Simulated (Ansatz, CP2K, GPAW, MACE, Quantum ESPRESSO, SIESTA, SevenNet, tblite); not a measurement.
# GPAW runs on Ta2H10C4Cl8O3 (P2_1/c) (108 atoms), part 2 of 2

How do the settings of GPAW change the result for Ta2H10C4Cl8O3 (P2_1/c) (108 atoms)? A plane-wave run serves as the yardstick.

Program: GPAW 26.7.0; the method stands at each step. Banners, paths, timers and routine set-up lines are dropped from the logs unmarked, and long logs keep their key lines alone; longer cuts are marked.

So far. Step 3 (PBE, LCAO sz(dzp), h 0.18 Å): Against the first run (16 %), the force difference from the reference is 84 %, at 0.38 times the CPU time (on 1 against 2 cores), with 384 basis functions against 1212: the smaller basis costs accuracy. Step 4 (RPBE, LCAO dzp, h 0.18 Å): Against the first run (16 %), the force difference from the reference is 17 %, at 1.0 times the CPU time; the model has changed, so this is no error of the program alone.

### Step 5. PBE, LCAO dzp, h 0.25 Å

Method: Kohn-Sham DFT, PBE, PAW, atomic orbitals (dzp).

run.py reads:

```python
import numpy as np
from ase.io import read
from gpaw import GPAW, FermiDirac

atoms = read("structure.xyz")
atoms.calc = GPAW(
    mode="lcao",
    basis="dzp",
    h=0.25,
    xc="PBE",
    kpts={"size": (1, 1, 1), "gamma": True},
    occupations=FermiDirac(0.05),
    maxiter=200,
    symmetry={"point_group": False},
    txt="gpaw.txt",
)
energy = atoms.get_potential_energy(force_consistent=True)
forces = atoms.get_forces()
print(f"energy {energy:.6f} eV")
print("forces (eV/A)")
for i, (a, f) in enumerate(zip(atoms, forces)):
    print(f"{i:4d} {a.symbol:2s} {f[0]:10.5f} {f[1]:10.5f} {f[2]:10.5f}")
print(f"Fermi level {atoms.calc.get_fermi_level():.4f} eV")
for k in range(len(atoms.calc.get_ibz_k_points())):
    for s in range(atoms.calc.get_number_of_spins()):
        e = atoms.calc.get_eigenvalues(kpt=k, spin=s)
        n = np.searchsorted(e, atoms.calc.get_fermi_level())
        print(f"k {k} spin {s} levels about the Fermi level:", np.round(e[max(n - 6, 0):n], 4).tolist(), "|", np.round(e[n:n + 6], 4).tolist())
```

structure.xyz reads:

```xyz
108
Lattice="6.63880 0.00000 0.00000 0.00000 26.00830 0.00000 -4.37581 0.00000 9.71248" Properties=species:S:1:pos:R:3 pbc="T T T"
[... 108 atom lines left out: the same atoms as in the first run ...]
```

Command:

```bash
$ OMP_NUM_THREADS=1 python run.py > output.txt
```

Output:

```text
energy -507.646161 eV
forces (eV/A)
   0 Ta    0.05628   -2.47241    0.72810
   1 Ta    2.91934    0.14939    1.14428
   2 Ta   -2.08652   -2.66622    0.48595
   3 Ta    0.59798   -0.95979   -1.12175
   4 Ta   -3.61257   -2.53184    4.12734
   5 Ta    2.09794   -0.41925   -1.17313
   6 Ta    1.45031    3.63818    0.52962
   7 Ta   -1.88605   -0.39686    4.68242
   8 H    -1.39822    1.20844    0.52369
   9 H    -0.62055   -0.65746   -0.44552
  10 H    -0.84361    0.11699   -0.16746
  11 H     0.84418    0.60955    0.05906
[...]
103 O     0.39787    4.80207    1.81994
 104 O     0.86311    0.97151    3.24634
 105 O     1.31493   -1.96851    1.16303
 106 O    -0.93414    0.18382   -0.09604
 107 O    -0.57701   -0.49591    0.26612
Fermi level 1.7313 eV
k 0 spin 0 levels about the Fermi level: [0.2458, 0.3287, 0.3734, 0.3821, 0.4819, 0.7542] | [2.7244, 2.7876, 2.8627, 2.9482, 2.968, 3.0036]
```

gpaw.txt:

```text
Input parameters:
  mode=LCAO(),
  basis={'default': 'dzp'},
  h=0.25,
  kpts=MonkhorstPack(size=(1, 1, 1), gamma=True),
  maxiter=200,
  occupations=Occupations(name='fermi-dirac', width=0.05, fixmagmom=False),
  symmetry=Symmetry(point_group=False),
  xc=XC(name='PBE')
[... lines left out ...]
  Fermi-Dirac:
[... lines left out ...]
convergence criteria:
- Maximum [total energy] change in last 3 cyles: 0.0005 eV / valence electron
[... lines left out ...]
Converged in 11 steps
[... lines left out ...]
  Free energy:    -507.646161
[... lines left out ...]
Fermi level: 1.731
[... lines left out ...]
|          0 |       -68.241 |     2.000 |
|        ... |               |           |
|        244 |         0.172 |     2.000 |
|        245 |         0.195 |     2.000 |
[...]
|        259 |         3.108 |     0.000 |
|        ... |               |           |
|        306 |         8.569 |     0.000 |
Gap: 1.970 eV
Transition (v -> c):
  (s=0, k=0, n=251, [0.00, 0.00, 0.00]) -> (s=0, k=0, n=252, [0.00, 0.00, 0.00])
No difference between direct/indirect transitions
Force computation time: 10.988  # s
timing:  # [seconds]
  Total:  77.728  # ━━━━━━━━━━━━━━━━━━━━━━━━━━━━━━━━━━━━━━━━━━━━━━━━━━━━━━━━━
  Init:    9.450  # ━━━━━━━
  SCF:    57.258  # ━━━━━━━━━━━━━━━━━━━━━━━━━━━━━━━━━━━━━━━━━━
  Forces: 10.988  # ━━━━━━━━
```

Elapsed: 79 s, on 1 thread of Arm Neoverse V1, shared host; peak memory 0.76 GiB.

Against the reference:

| Item | Value |
| --- | --- |
| r.m.s. force component | 2.229 eV/Å |
| r.m.s. difference of force components | 405.9 meV/Å |
| longest difference of force vectors | 1781 meV/Å |
| force difference over r.m.s. force | 20.37 % |
| slope of forces against the reference's | 1.105 |
| correlation of force components | 0.9878 |
| gap (highest filled to lowest empty level) | 1.97 eV |
| gap difference | -0.1731 eV |
| energy less the same-level run's | 229.3 meV/atom |
| r.m.s. force difference from the same-level run | 228.5 meV/Å |

This is a coarse setting, run to see what it loses.

Against the first run (16 %), the force difference from the reference is 20 %, at 0.55 times the CPU time (on 1 against 2 cores): the grid matters here.

The forces add up to 2.4 eV/Å instead of zero, usually a sign of too coarse a grid.

### Step 6. All runs compared

Differences are against the plane-wave reference, forces as r.m.s. over components; share is that over the reference's r.m.s. force, slope the least-squares factor from reference forces to these. Total energies of different programs have different zeros and aren't compared.

```tsv
run	Δ force, r.m.s. (meV/Å)	share (%)	slope	Δ gap (eV)	cores	CPU time	memory (GiB)
reference	-	-	-	-	4	97 s	2.1
GPAW PBE, LCAO dzp, h 0.18 Å	320	16.0	1.101	-0.176	2	2.4 min	1.7
GPAW PBE, LCAO sz(dzp), h 0.18 Å (coarse)	1681	84.4	1.409	-0.617	1	55 s	1.2
GPAW RPBE, LCAO dzp, h 0.18 Å	342	17.1	1.113	-0.159	2	2.4 min	1.8
GPAW PBE, LCAO dzp, h 0.25 Å (coarse)	406	20.4	1.105	-0.173	1	79 s	0.76
```

Rows marked coarse were listed beforehand as settings not expected to be converged; some can still land near the reference.

CPU time is summed over cores on a shared host, where runs went side by side, so it is rough. Symmetry, cutoffs, thresholds, outputs and thread counts weren't matched or tuned between programs; memory under MPI is the largest rank's times the ranks.

Within one program, basis, potentials and functional, energies share a zero. Each run against its twin at the usual cutoff or grid and solver:

```tsv
run	twin	Δ energy (meV/atom)	Δ force, r.m.s. (meV/Å)	CPU time over the twin's
GPAW PBE, LCAO dzp, h 0.25 Å	LCAO dzp, h 0.18 Å	229	228	0.55 (this twin ran on 2 cores)
```

### Step 7. What came out

```yaml
nearest_in_forces: GPAW PBE, LCAO dzp, h 0.18 Å, 16 %
its_cpu_time: 2.4 min
```

In words: The PBE run in local orbitals, coarse settings apart, differs by 16 % (GPAW PBE, LCAO dzp, h 0.18 Å); basis, grid and potentials can all enter. Rows with another functional or a dispersion term differ by 17 % (GPAW RPBE, LCAO dzp, h 0.18 Å), which mixes the change of model with differences of basis and potentials. Runs with settings chosen to be coarse differ by 20 % (GPAW PBE, LCAO dzp, h 0.25 Å) to 84 % (GPAW PBE, LCAO sz(dzp), h 0.18 Å), their programs' other errors included. None of the electronic-structure runs in the table takes under half the reference's CPU time of 97 s; they take 0.57 to 1.5 times as much. GPAW PBE, LCAO dzp, h 0.25 Å stiffens the forces by a factor of 1.10 while following their directions (correlation 0.988). At the same functional, gaps differ from the reference's 2.14 eV by between -0.62 and -0.17 eV. These are spacings on the run's k-points, which needn't hold the band edges. With short bonds to hydrogen, sets of potentials differ among themselves by several per cent in forces even at converged cutoffs, so the reference isn't exact here either. The reference's PBE has no dispersion term, which matters for the binding between molecules or layers. The published positions, changed by the recipe (random displacements or longer bonds to H), lie far from the minimum at this level of theory. The reference's pressure of 4.3 GPa belongs to a cell and atoms that aren't relaxed at this level. The electronic-structure runs sample only Γ, in a cell whose shortest periodic width is 6 Å. Spin–orbit coupling is left out, which matters for the levels of the heavy elements.

[Also dropped from logs without a mark: logging warnings of Python, and SIESTA's first energy breakdown and zero terms.]

[Logs are printed without paths, hosts, clocks, repeated set-up lines and the standing remarks that a program may print on its own settings, such as how far it seeks lower states.]

[Hosts, paths, dates, database ids (printed as entryN), source tags and the programs' standing remarks are cut or masked in the printed files.]
